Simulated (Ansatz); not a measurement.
# KTaO3: optical spectrum from first principles, part 2 of 2

What colour and refractive index does KTaO3 have at this level of theory?

Ansatz 0.2.0; DFT, PBE, plane-wave PAW, default files, scalar-relativistic, independent-particle optical response without local fields.

So far, electronic dielectric constant ε∞, mean over x, y and z (by symmetry where fewer were run): step 3 (spectrum) 5.46.

## Step 4: Static response with local fields

Perturbation theory gives the static response with local fields and the functional's kernel, and it needs no empty bands.

This step: DFT, PBE, plane-wave PAW, default files, scalar-relativistic, static field response by perturbation theory with local fields (Ansatz 0.2.0).

Input file input.yaml:

```yaml
crystal:
  lattice:
    - [3.9883, 0.0, 0.0]
    - [0.0, 3.9883, 0.0]
    - [0.0, 0.0, 3.9883]
  atoms:
    - { symbol: Ta, position: [0.0, 0.0, 0.0] }
    - { symbol: K, position: [0.5, 0.5, 0.5] }
    - { symbol: O, position: [0.0, 0.0, 0.5] }
    - { symbol: O, position: [0.0, 0.5, 0.0] }
    - { symbol: O, position: [0.5, 0.0, 0.0] }
kpoints:
  mp_grid: { grid: [6, 6, 6] }
scf:
  occupations: { method: fixed }
hamiltonian:
  xc: pbe
  pseudopotentials: { kind: paw }
dielectric: {}
```

Launch:

```bash
ansatz run input.yaml --threads 4 --pin off --max-ram 8192MiB --backend cpu --events-out ev --progress --plain --runs-dir out
```

Numbers of over 12 decimals in the logs are rounded to 6 here.

Log:

```text
[...]
Crystal: 5 atoms, lattice volume = 63.440 Å³
Basis set: ecut = 420 eV, 1237 PW (Γ), exchange–correlation on 54×54×54 points (8 copies of the dense FFT grid, shifted against one another)
Bands: 25, of which v1, the nominal top of the filled ones, is band 20 counted from 1 (19 counted from 0)
Symmetry: 48 space group operations
k-points: 40 of 216 (irreducible under 8 space group operations, time reversal used)
[...]
SCF iter   1: F=—  HF=-13178.199377 eV  |F-HF|=—  |Δ(HF+E_count)|=         —  Δρ=9.81e-4  dr2=1.97e-4  ethr=1.77e-3  ⟨swp⟩=4.5  Hψ=4229  notcnv=0  defer=98
[...]
SCF iter   7: F=-13178.200023 eV  HF=-13178.200023 eV  |F-HF|=1.09e-11  |Δ(HF+E_count)|=  2.67e-10  Δρ=1.70e-7  dr2=1.24e-11  ethr=1.00e-12  ⟨swp⟩=8.9  Hψ=3984  notcnv=0
SCF 1 converged in 7 iterations: F = -13178.200023 eV  dr2 = 1.24e-11
[...]
DFPT response loops at Γ: preconditioner auto → none (the input reference at scf.mixing.eps_inf says where Resta's filter doesn't serve); β = 0.50; Broyden in place of MSR1
── the response to a field inside a basis, on 8×8×8 k-points: an SCF that follows is theirs, and a resumed run solves both again ──
Bands: 21, of which v1, the nominal top of the filled ones, is band 20 counted from 1 (19 counted from 0)
k-points: 20 of 512
[...]
Eigensolver: Dense (20 Hₖ)
SCF iter   1: F=—  HF=-13178.199881 eV  |F-HF|=—  |Δ(HF+E_count)|=         —  Δρ=4.48e-4  dr2=2.06e-5  ethr=1.00e-1
[...]
SCF iter   4: F=-13178.199891 eV  HF=-13178.199891 eV  |F-HF|=1.71e-8  |Δ(HF+E_count)|=   1.53e-8  Δρ=8.76e-6  dr2=4.47e-8  ethr=3.06e-9
SCF 1 converged in 4 iterations: F = -13178.199891 eV  dr2 = 4.47e-8
[...]
SCF converged after 7 iterations
Free energy (F): -13178.200023 eV
[...]
Internal energy: -13178.200023 eV  (E = F + TS)
E sigma→0 (E₀):  -13178.200023 eV
Fermi energy:    8.789417 eV
[...]
--- Band table (eV; the first three rows and the last of 40) ---
  k-point 0: bands = [... 16 lower, 7.7385, 8.1785, 8.1785, 8.1785, 11.0111, 11.0111, 11.0111, 15.4256, ... 1 higher]
  k-point 1: bands = [... 16 lower, 7.5084, 7.6175, 8.0666, 8.0666, 11.0492, 11.8004, 11.8004, 15.6210, ... 1 higher]
  k-point 2: bands = [... 16 lower, 6.8754, 7.3920, 7.9846, 7.9846, 11.1282, 13.1644, 13.1644, 15.6399, ... 1 higher]
  k-point 39: bands = [... 16 lower, 4.8996, 8.7894, 8.7894, 8.7894, 15.3003, 15.3003, 15.3003, 17.7024, ... 1 higher]
--- Dielectric response (ions clamped): 3 representative field directions + reference, inside a basis on a mesh of 512 k-points (Σ response iterations 12) ---
  ε∞ (high-frequency dielectric tensor):
        5.347916     0.000000     0.000000
        0.000000     5.347916     0.000000
        0.000000     0.000000     5.347916
  Born effective charges Z* (e; rows j = field, columns β = displacement):
    site 0:
         8.69530   -0.00000    0.00000
        -0.00000    8.69530    0.00000
        -0.00000   -0.00000    8.69530
    site 1:
         1.15123   -0.00000    0.00000
         0.00000    1.15123    0.00000
         0.00000   -0.00000    1.15123
    site 2:
        -1.66398    0.00000    0.00000
        -0.00000   -1.66398    0.00000
        -0.00000   -0.00000   -6.51857
    site 3:
        -1.66398    0.00000    0.00000
         0.00000   -6.51857    0.00000
        -0.00000    0.00000   -1.66398
    site 4:
        -6.51857   -0.00000    0.00000
        -0.00000   -1.66398    0.00000
        -0.00000   -0.00000   -1.66398
  Z* charge neutrality: 4.380e-3 e pre-enforcement
  solved inside a basis spanned on kpoints, on 8×8×8 k-points, its susceptibility summed on 10×10×10: ε∞ is read to err by 1.7e-2, Z* by 3.9e-2 e (field_mesh: kpoints solves on kpoints); Z* is corrected for what the basis lacks
```

Wall time 8.4 s (4 threads of Intel Xeon Platinum 8488C (Sapphire Rapids), shared host); peak memory 0.62 GiB.

This step gave:

```
electronic dielectric constant ε∞, mean over x, y and z (by symmetry where fewer were run) : 5.348
```

ε∞ with local fields:

```
5.35 0.00 0.00
0.00 5.35 0.00
0.00 0.00 5.35
```

Diagonal elements. Born, by row:

| atom | Z*xx (e) | Z*yy (e) | Z*zz (e) |
| --- | --- | --- | --- |
| Ta1 | 8.695 | 8.695 | 8.695 |
| K2 | 1.151 | 1.151 | 1.151 |
| O3 | -1.664 | -1.664 | -6.519 |
| O4 | -1.664 | -6.519 | -1.664 |
| O5 | -6.519 | -1.664 | -1.664 |

Mean Born charges are Ta +8.70, K +1.15 and O -3.28, against formal valences of +5, +1 and -2. That of Ta exceeds its valence by 74 %, the mark of charge moving along hybridised bonds as the atoms shift.

## Step 5: Results

```yaml
gap_on_the_path: 2.22 eV
least_direct_gap_on_the_path: 2.83 eV
electronic_dielectric_constant_eps_infinity_mean_over_x_y_and_z_by_symmetry_where_fewer_were_run_independent_particles: 5.46
absorption_onset_first_axis_alpha_over_1e4_cm_minus1_or_the_direct_gap_if_that_lies_higher: 2.83 eV
main_peak_of_im_epsilon_first_axis: 6.10 eV
centre_of_weight_of_the_strongest_loss_peak_in_the_window_first_axis: 6.72 eV
photocurrent_from_vertical_transitions_in_a_film_500_nm_thick_on_a_perfect_mirror_two_passes_am1p5g_no_front_reflection_all_carriers_collected: 2.77 mA/cm²
electronic_dielectric_constant_eps_infinity_mean_over_x_y_and_z_by_symmetry_where_fewer_were_run_static_response_with_local_fields: 5.35
```

At this level (PBE, independent particles) KTaO3 has ε∞ = 5.46 (5.35 with local fields) and n = 2.36 at 1550 nm; absorption sets in near 2.8 eV, and Im ε peaks at 6.1 eV. The gap is indirect (2.22 eV), so absorption without phonons can begin only at the direct gap of 2.83 eV. Absorption passes 10⁴ cm⁻¹ from the direct gap on, 2.83 eV, inside the visible range. The strongest loss structure up to 22 eV has its centre of weight at 6.7 eV; a free-electron gas of the 29.0 electrons in the f-sum would put its plasmon at 25.1 eV. Distinct maxima of Im ε, read by a parabola through the highest points, lie at 6.10 eV (7.1), 9.36 eV (5.9), 20.91 eV (3.2) and 21.68 eV (4.2). The f-sum over the summed bands holds 29.0 of the cell's 40 electrons outside the frozen cores, 16 of which lie in bands more than 12 eV below the Fermi level, whose transitions come at higher energies. Up to 22 eV the strength has a mean oscillator energy of 9.2 eV, well above the main peak, so higher transitions carry much of it. A film 1 µm thick would pass 68 % of daylight and look yellow-green in transmission (x = 0.341, y = 0.383). A larger true gap would move the edge to shorter wavelengths and change the colour. With local fields and the functional's kernel the static response is 5.35 against 5.46 for independent particles (-2 %). In the base spectrum excitons and phonon-assisted transitions are missing, and so are local fields; PBE gaps are as a rule too small, which pulls the onset down and ε∞ up. In the base run ε includes the program's bounded estimate of what the bands above those summed add. Spin-orbit coupling is left out although heavy atoms are present.

[Logs are printed without paths, hosts, clocks, repeated set-up lines and the standing remarks that a program may print on its own settings, such as how far it seeks lower states.]

[Hosts, paths, dates, database ids (printed as entryN), source tags and the programs' standing remarks are cut or masked in the printed files.]
